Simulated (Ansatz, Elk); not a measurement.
## Bonding as seen by X-rays: MgPdS3

The structure of MgPdS3 used here is made up (a known structure type with other elements) and was relaxed beforehand with r2SCAN. The aim is the Fourier transform of its all-electron density, F(hkl), set beside the sum over free spherical atoms that refinements use.

Calculated with Elk 11.2.3 (patched build); DFT, PBE, all-electron APW+lo, Dirac cores, scalar-relativistic bands, static density, no spin.

The structure was built from a prototype and need not be the compound's stable phase.

## Step 1: Starting point

The structure is cubic, space group Pm-3m (No. 221). Conventional cell: a = 4.688 Å, b = 4.688 Å, c = 4.688 Å, α = 90.00°, β = 90.00°, γ = 90.00°. Nearest to Pd lie 6 S at 2.34 Å. Nearest to S lie 2 Pd at 2.34 Å. Nearest to Mg lie 12 S at 3.32 Å. Farther neighbours and most contacts between anions are not listed.

As a file:

```cif
data_structure
_symmetry_space_group_name_H-M 'Pm-3m'
_symmetry_Int_Tables_number 221
_cell_length_a 4.6885
_cell_length_b 4.6885
_cell_length_c 4.6885
_cell_angle_alpha 90.000
_cell_angle_beta 90.000
_cell_angle_gamma 90.000
_cell_volume 103.06
loop_
_atom_site_label
_atom_site_type_symbol
_atom_site_symmetry_multiplicity
_atom_site_Wyckoff_symbol
_atom_site_fract_x
_atom_site_fract_y
_atom_site_fract_z
_atom_site_occupancy
Pd1 Pd 1 b 0.50000 0.50000 0.50000 1
S1 S 3 c 0.50000 0.00000 0.50000 1
Mg1 Mg 1 a 0.00000 0.00000 0.00000 1
```

## Step 2: Ground state and structure factors

An all-electron density is needed, since X-rays see the cores too. Task 0 finds the density and task 195 Fourier-transforms it; tshift is off so that phases refer to the origin typed.

File elk.in:

```
tasks
  0
  195

xctype
  20

spinpol
  .false.

rgkmax
  7.0

gmaxvr
  14.0

lmaxo
  7

lmaxapw
  8

swidth
  0.002

tshift
  .false.

ramdisk
  .false.

hmaxvr
  5.5

maxscl
  120

epspot
  1e-06

sppath
  './'

avec
  8.85990543037 -0.00000000000 0.00000000000
  -0.00000000000 8.85990543037 -0.00000000000
  0.00000000000 -0.00000000000 8.85990543037

atoms
  3
  'Pd.in'
  1
  0.5000000000 0.5000000000 0.5000000000   0.000000 0.000000 0.000000
  'S.in'
  3
  0.5000000000 0.0000000000 0.5000000000   0.000000 0.000000 0.000000
  -0.0000000000 0.5000000000 0.5000000000   0.000000 0.000000 0.000000
  0.5000000000 0.5000000000 -0.0000000000   0.000000 0.000000 0.000000
  'Mg.in'
  1
  0.0000000000 -0.0000000000 -0.0000000000   0.000000 0.000000 0.000000

ngridk
  5 5 5
```

Run with:

```console
> OMP_NUM_THREADS=4 elk
```

Numbers of over 12 decimals in the logs are rounded to 6 here.

Log:

```text
┌─────────────────────────┐
│ Elk code version 11.2.3 │
└─────────────────────────┘

All units are atomic (Hartree, Bohr, etc.)

┌─────────────────────────────────────────────────┐
│ Ground-state run starting from atomic densities │
└─────────────────────────────────────────────────┘

Lattice vectors :
   8.859905430      -0.000000000       0.000000000
  -0.000000000       8.859905430      -0.000000000
   0.000000000      -0.000000000       8.859905430

Reciprocal lattice vectors :
  0.7091706967       0.000000000       0.000000000
   0.000000000      0.7091706967       0.000000000
   0.000000000       0.000000000      0.7091706967

Unit cell volume      :    695.4841852
Brillouin zone volume :   0.3566583090

Muffin-tin inner radius fraction :   0.1000000000E-01

Nuclei treated as point charges

Species : 1 (Pd)
 parameters loaded from : Pd.in
 name : palladium
 nuclear charge    :   -46.00000000
 electronic charge :    46.00000000
 atomic mass :    193991.7927
 muffin-tin radius :    2.372474387
 number of radial points in muffin-tin :    993
 inner part over the whole radius :   0.9889237551E-02
 number on inner part of muffin-tin    :    705
 approximate nuclear radius :   0.8586907259E-04
 number of mesh points to nuclear radius :    355
 atomic positions (lattice), magnetic fields (Cartesian) :
  1 :   0.50000000  0.50000000  0.50000000    0.00000000  0.00000000  0.00000000

Species : 2 (S)
 parameters loaded from : S.in
 name : sulphur
 nuclear charge    :   -16.00000000
 electronic charge :    16.00000000
 atomic mass :    58450.91931
 muffin-tin radius :    2.007478328
 number of radial points in muffin-tin :    793
 inner part over the whole radius :   0.9974349632E-02
 number on inner part of muffin-tin    :    553
 approximate nuclear radius :   0.6195814986E-04
 number of mesh points to nuclear radius :    252
 atomic positions (lattice), magnetic fields (Cartesian) :
  1 :   0.50000000  0.00000000  0.50000000    0.00000000  0.00000000  0.00000000
  2 :   0.00000000  0.50000000  0.50000000    0.00000000  0.00000000  0.00000000
  3 :   0.50000000  0.50000000  0.00000000    0.00000000  0.00000000  0.00000000

Species : 3 (Mg)
 parameters loaded from : Mg.in
 name : magnesium
 nuclear charge    :   -12.00000000
 electronic charge :    12.00000000
 atomic mass :    44305.30466
 muffin-tin radius :    2.200000000
 number of radial points in muffin-tin :    793
 inner part over the whole radius :   0.9941530515E-02
 number on inner part of muffin-tin    :    552
 approximate nuclear radius :   0.5710277704E-04
 number of mesh points to nuclear radius :    241
 atomic positions (lattice), magnetic fields (Cartesian) :
  1 :   0.00000000  0.00000000  0.00000000    0.00000000  0.00000000  0.00000000

Total number of atoms per unit cell :    5
Total muffin-tin volume :    202.2013621
 ratio of muffin-tin to unit cell volume :   0.2907346657

Spin treatment :
 spin-unpolarised

Number of Bravais lattice symmetries :   48
Number of crystal symmetries         :   48
Crystal has inversion symmetry
Real symmetric eigensolver will be used

k-point grid :      5     5     5
k-point offset :    0.000000000       0.000000000       0.000000000
k-point set is reduced with full crystal symmetry group
Total number of k-points :       10

Muffin-tin radius times maximum |G+k| :    7.000000000
 using average radius
Maximum |G+k| for APW functions       :    3.303473279
Maximum (1/2)|G+k|²                   :    5.456467853
Maximum |G| for potential and density :    14.00000000
Constant for pseudocharge density :    8
 order of it for each species :   15  15  15
 order of it for pair densities of each species (exact exchange by exxq0 0: 16) :   12   8  10
Radial integration step length :    1

G-vector grid sizes :     40    40    40
Number of G-vectors :    32231

Maximum angular momentum used for
 APW functions            :    8
 outer part of muffin-tin :    7
 inner part of muffin-tin :    2

Total nuclear charge    :   -106.0000000
[...]
exchange                    :     -231.61545384046
 correlation                 :     -4.785994
 electron entropic           :    -0.34867426605231E-02
 total energy                :     -6445.4145581620

Density of states at Fermi energy :    283.0043963
 (states/Hartree/unit cell)

Estimated indirect band gap :   0.6083769193E-03
 from k-point 5 to k-point 10
Estimated direct band gap   :   0.5576295130E-02
 at k-point 6

Charges :
 core                        :    60.00000000
 valence                     :    46.00000000
 interstitial                :    10.15327868
 muffin-tins (core leakage)
  species : 1 (Pd)
   atom 1                    :    42.62081452     ( -0.6397379089E-06)
  species : 2 (S)
[...]
species : 3 (Mg)
[...]
total in muffin-tins        :    95.84672132
 total calculated charge     :    105.9985748
 total charge                :    106.0000000
 error                       :   0.1425219251E-02

RMS change in Kohn-Sham potential (target) :   0.7319780243     (  0.1000000000E-05)
Absolute change in total energy (target)   :   0.8788395357     (  0.1000000000E-03)

[... loops 3 to 16 left out ...]

┌──────────────────┐
│ Loop number : 17 │
└──────────────────┘

Energies :
 Fermi                       :     0.160972
 sum of occupied eigenvalues :     -3798.5417578252
 electron kinetic            :      6673.7519109670
 core electron kinetic       :      6395.8864370656
 Coulomb                     :     -12881.201803291
 Coulomb potential           :     -10163.625738765
 nuclear-nuclear             :     -647.07964998690
 electron-nuclear            :     -14317.494728890
 Hartree                     :      2083.3725755855
 Madelung                    :     -7799.3889339089
 xc potential                :     -308.66793002764
 exchange                    :     -232.68609862125
 correlation                 :     -4.814288
 electron entropic           :    -0.96509686273351E-03
 total energy                :     -6444.9512440737

Density of states at Fermi energy :    61.91124296
 (states/Hartree/unit cell)

Estimated indirect band gap :   0.1057795095E-01
 from k-point 1 to k-point 10
Estimated direct band gap   :   0.1760174380E-01
 at k-point 9

Charges :
 core                        :    60.00000000
 valence                     :    46.00000000
 interstitial                :    9.537554735
 muffin-tins (core leakage)
  species : 1 (Pd)
[...]
species : 2 (S)
[...]
species : 3 (Mg)
[...]
total in muffin-tins        :    96.46244527
 total calculated charge     :    105.9983026
 total charge                :    106.0000000
 error                       :   0.1697404353E-02

RMS change in Kohn-Sham potential (target) :   0.4955029463E-06 (  0.1000000000E-05)
Absolute change in total energy (target)   :   0.6617945473E-05 (  0.1000000000E-03)

Convergence targets achieved

┌──────────────────┐
│ Loop number : 18 │
└──────────────────┘

Energies :
 Fermi                       :     0.160972
 sum of occupied eigenvalues :     -3798.5417537897
 electron kinetic            :      6673.7519211257
 core electron kinetic       :      6395.8864359924
 Coulomb                     :     -12881.201814464
 Coulomb potential           :     -10163.625727185
 nuclear-nuclear             :     -647.07964998690
 electron-nuclear            :     -14317.494762078
 Hartree                     :      2083.3725976007
 Madelung                    :     -7799.3889508718
 xc potential                :     -308.66794773020
 exchange                    :     -232.68609909428
 correlation                 :     -4.814288
 electron entropic           :    -0.96509580123807E-03
 total energy                :     -6444.9512456193

Density of states at Fermi energy :    61.91119962
 (states/Hartree/unit cell)

Estimated indirect band gap :   0.1057797103E-01
 from k-point 1 to k-point 10
Estimated direct band gap   :   0.1760177435E-01
 at k-point 9

Charges :
 core                        :    60.00000000
 valence                     :    46.00000000
 interstitial                :    9.537554626
 muffin-tins (core leakage)
  species : 1 (Pd)
[...]
species : 2 (S)
[...]
atom 2                    :    13.86378699     (  0.2506264654E-03)
   atom 3                    :    13.86378699     (  0.2506264654E-03)
  species : 3 (Mg)
   atom 1                    :    10.21873793     ( -0.9828258785E-07)
 total in muffin-tins        :    96.46244537
 total calculated charge     :    105.9983026
 total charge                :    106.0000000
 error                       :   0.1697405051E-02

┌──────────────────────────────┐
│ Self-consistent loop stopped │
└──────────────────────────────┘

Warning : core states of species 2 leak from the muffin-tin :   0.2506264654E-03

Wrote STATE.OUT
```

Wall time 21 s (4 threads of Arm Neoverse V2, shared host); peak memory 0.17 GiB.

SFACRHO.OUT:

```text

h k l indices transformed by vhmat matrix:
   1.000000000       0.000000000       0.000000000    
   0.000000000       1.000000000       0.000000000    
   0.000000000       0.000000000       1.000000000    

      h      k      l  multipl.   |H|            Re(F)            Im(F)           |F|

      0      0      0      1   0.0000000       106.00000     -0.13027884E-17   106.00000    
      0     -1      0      6  0.70917070      -46.438496     -0.76829920E-14   46.438496    
     -1      0      1     12   1.0029188       36.452702      0.44611265E-14   36.452702    
      1      1      1      8   1.2283197       5.7991656      0.60467344E-14   5.7991656    
      0      0     -2      6   1.4183414       77.042826      0.14021758E-13   77.042826    
     -1      0     -2     24   1.5857539      -36.706717     -0.15040184E-13   36.706717    
     -1      1     -2     24   1.7371063       31.766231      0.28110790E-14   31.766231    
      2      2      0     12   2.0058376       65.774317     -0.24319691E-13   65.774317    
      2     -2      1     24   2.1275121      -31.999116     -0.60438255E-14   31.999116    
      0      0      3      6   2.1275121      -31.911866      0.17985337E-13   31.911866    
     -3      1      0     24   2.2425947       28.132247     -0.26448236E-13   28.132247    
     -1     -1     -3     24   2.3520531       2.7545513     -0.72364592E-14   2.7545513    
      2     -2     -2      8   2.4566394       59.311598      0.10976689E-13   59.311598    
     -2     -3      0     24   2.5569513      -29.268747     -0.23010637E-13   29.268747    
     -2      1      3     48   2.6534738       25.468392      0.66577453E-14   25.468392    
      4      0      0      6   2.8366828       54.704092     -0.20299260E-13   54.704092    
      3      2     -2     24   2.9239857      -27.459868      0.13609383E-13   27.459868    
     -4      0     -1     24   2.9239857      -27.401879     -0.17579188E-13   27.401879
```

Elk indexes on the primitive cell of elk.in and gives |H| = 4π sin θ/λ in inverse bohr. Below, one row stands for each form hkl of the conventional cell (m members, Friedel mates merged), F is for one primitive cell and the density is static (no thermal factor). Free-atom factors are Waasmaier and Kirfel's, and R is Σm||F|−|F'||/Σm|F|.

```
hkl   m  sin θ/λ (Å⁻¹)  abs F, DFT  neutral atoms   diff.
100   6          0.107      46.438         46.484  -0.046
110  12          0.151      36.453         37.240  -0.787
111   8          0.185       5.799          5.334  +0.465
200   6          0.213      77.043         77.304  -0.261
210  24          0.238      36.707         36.895  -0.188
211  24          0.261      31.766         31.863  -0.097
220  12          0.302      65.774         65.912  -0.138
221  24          0.320      31.999         32.080  -0.081
300   6          0.320      31.912         32.080  -0.168
310  24          0.337      28.132         28.136  -0.004
311  24          0.354       2.755          2.839  -0.084
222   8          0.369      59.312         59.282  +0.029
320  24          0.385      29.269         29.211  +0.058
321  48          0.399      25.468         25.348  +0.121
400   6          0.427      54.704         54.685  +0.019
322  24          0.440      27.460         27.281  +0.179
410  24          0.440      27.402         27.281  +0.121
411  24          0.453      23.381         23.230  +0.151
330  12          0.453      23.405         23.230  +0.176
331  24          0.465       2.391          2.664  -0.273
420  24          0.477      51.231         51.170  +0.062
421  48          0.489      26.031         25.874  +0.158
```

## Step 3: The highest occupied states alone

An energy window below the Fermi level keeps the highest occupied states, to see at which angles they scatter; shallow core shells can lie inside it and anion s states outside. No new self-consistency is needed.

elk.in, as its differences from that of step 2:

```diff
@@ -1,3 +1,2 @@
 tasks
-  0
   195
@@ -40,2 +39,5 @@
 
+wsfac
+  -0.280020 0.460970
+
 sppath
```

Run with:

```console
> OMP_NUM_THREADS=4 elk
```

Log:

```text
┌─────────────────────────────────┐
│ Elk code version 11.2.3 started │
└─────────────────────────────────┘

Info(readinput): the functional depends on the density's gradient
 muffin-tin radial points multiplied by    2.00000
 (not where nrmtscf is given)

┌────────────────────┐
│ Current task : 195 │
└────────────────────┘
Info(checkmt): changed muffin-tin radius of species 1 (Pd) from   2.6000 to   2.3725
Info(checkmt): changed muffin-tin radius of species 2 (S) from   2.2000 to   2.0075

Info(sfacrho): density structure factors written to SFACRHO.OUT

 Energy window :  -0.2800200000      0.4609700000

┌──────────────────┐
│ Elk code stopped │
└──────────────────┘
```

Elapsed: 9.8 s, on 4 threads; peak memory 0.16 GiB.

States within 12 eV below the Fermi level hold 28.00 electrons; any levels below the window count with the cores. Their amplitudes can exceed the total, where window and core parts have opposite phase:

```
hkl  sin θ/λ (Å⁻¹)  abs F, window  abs F, all
100          0.107         10.688      46.438
110          0.151          3.103      36.453
111          0.185          0.863       5.799
200          0.213          7.538      77.043
210          0.238          4.058      36.707
211          0.261          2.054      31.766
220          0.302          2.315      65.774
221          0.320          1.563      31.999
300          0.320          1.407      31.912
310          0.337          1.150      28.132
```

## Step 4: Another functional

The difference from free atoms is small, so it is set against the change that PBEsol makes.

elk.in, as its differences from that of step 3:

```diff
@@ -1,2 +1,3 @@
 tasks
+  0
   195
@@ -4,3 +5,3 @@
 xctype
-  20
+  22
 
@@ -39,5 +40,2 @@
 
-wsfac
-  -0.280020 0.460970
-
 sppath
```

Run with:

```console
> OMP_NUM_THREADS=4 elk
```

Log:

```text
┌─────────────────────────┐
│ Elk code version 11.2.3 │
└─────────────────────────┘

All units are atomic (Hartree, Bohr, etc.)

┌─────────────────────────────────────────────────┐
│ Ground-state run starting from atomic densities │
└─────────────────────────────────────────────────┘

Lattice vectors :
   8.859905430      -0.000000000       0.000000000
  -0.000000000       8.859905430      -0.000000000
   0.000000000      -0.000000000       8.859905430

Reciprocal lattice vectors :
  0.7091706967       0.000000000       0.000000000
[...]
species : 1 (Pd)
[...]
species : 2 (S)
[...]
atom 3                    :    13.84358036     (  0.2524123688E-03)
  species : 3 (Mg)
   atom 1                    :    10.21571027     ( -0.9828258873E-07)
 total in muffin-tins        :    96.40324783
 total calculated charge     :    105.9983002
 total charge                :    106.0000000
 error                       :   0.1699840605E-02

┌──────────────────────────────┐
│ Self-consistent loop stopped │
└──────────────────────────────┘

Warning : core states of species 2 leak from the muffin-tin :   0.2524123688E-03

Wrote STATE.OUT
[key lines of the parts left out:]
total energy                :     -6440.2072420157
```

The job ended after 21 s (4 threads; peak memory 0.17 GiB; 44 s of CPU time).

Against the first run R = 0.03 %; the largest change is -0.051 at 200.

## Step 5: Basis size

A smaller basis shows how fast F responds to it; the change is likely larger than the basis error of the first run, but doesn't show convergence.

elk.in, as its differences from that of step 4:

```diff
@@ -5,3 +5,3 @@
 xctype
-  22
+  20
 
@@ -11,3 +11,3 @@
 rgkmax
-  7.0
+  5.5
```

Run with:

```console
> OMP_NUM_THREADS=4 elk
```

Log:

```text
┌─────────────────────────┐
│ Elk code version 11.2.3 │
└─────────────────────────┘

All units are atomic (Hartree, Bohr, etc.)

┌─────────────────────────────────────────────────┐
│ Ground-state run starting from atomic densities │
└─────────────────────────────────────────────────┘

Lattice vectors :
   8.859905430      -0.000000000       0.000000000
  -0.000000000       8.859905430      -0.000000000
   0.000000000      -0.000000000       8.859905430

Reciprocal lattice vectors :
  0.7091706967       0.000000000       0.000000000
[...]
species : 1 (Pd)
[...]
species : 2 (S)
[...]
atom 3                    :    13.83456982     (  0.2494245812E-03)
  species : 3 (Mg)
   atom 1                    :    10.21639434     ( -0.9828258785E-07)
 total in muffin-tins        :    96.31143408
 total calculated charge     :    105.9989550
 total charge                :    106.0000000
 error                       :   0.1044969932E-02

┌──────────────────────────────┐
│ Self-consistent loop stopped │
└──────────────────────────────┘

Warning : core states of species 2 leak from the muffin-tin :   0.2494245812E-03

Wrote STATE.OUT
[key lines of the parts left out:]
total energy                :     -6444.8621691121
```

It took 18 s on 4 threads; peak memory 0.16 GiB.

Against the first run R = 0.04 %; the largest change is -0.059 at 200.

## Step 6: Settings against the effect

```
          run  R against the first run (%)  R against neutral atoms, low angle (%)  wall time
PBE, rgkmax 7                         0.00                                    0.76       21 s
       PBEsol                         0.03                                    0.79       21 s
   rgkmax 5.5                         0.04                                    0.80       18 s
```

## Step 7: Outcome

- R against neutral atoms, sin θ/λ < 0.3 Å⁻¹: 0.76 %
- R against neutral atoms, 0.3 to 0.82 Å⁻¹: 0.38 %

Independent neutral atoms miss the calculated amplitudes by R = 0.76 % below 0.3 Å⁻¹ and 0.38 % from there to 0.82 Å⁻¹; by shells, 0.10 % below 0.15 Å⁻¹ (1 form), 0.83 % 0.15 to 0.3 (5 forms), 0.33 % 0.3 to 0.45 (11 forms), 0.39 % above 0.45 (57 forms). Bonding, aspherical density and the tables' own atoms all enter these figures, and the runs don't part them. The largest change of an amplitude is -0.79 electrons, at 110. The window's part falls from 28.0 electrons at the origin to at most 0.51 between 0.45 and 0.82 Å⁻¹. Below 0.3 Å⁻¹ the changes that finished (PBEsol and rgkmax 5.5) move F by R = 0.06 % at most, against the 0.76 % that separates it from free atoms. The k-mesh has no finished test. These runs have no spin, though d or f shells may be open. Part of the difference isn't bonding: the tables are fits to free atoms and ions calculated by other methods than this functional. Thermal motion, anomalous dispersion and extinction are left out.

[Logs are printed without paths, hosts, clocks, repeated set-up lines and the standing remarks that a program may print on its own settings, such as how far it seeks lower states.]

[Hosts, paths, dates, database ids (printed as entryN), source tags and the programs' standing remarks are cut or masked in the printed files.]
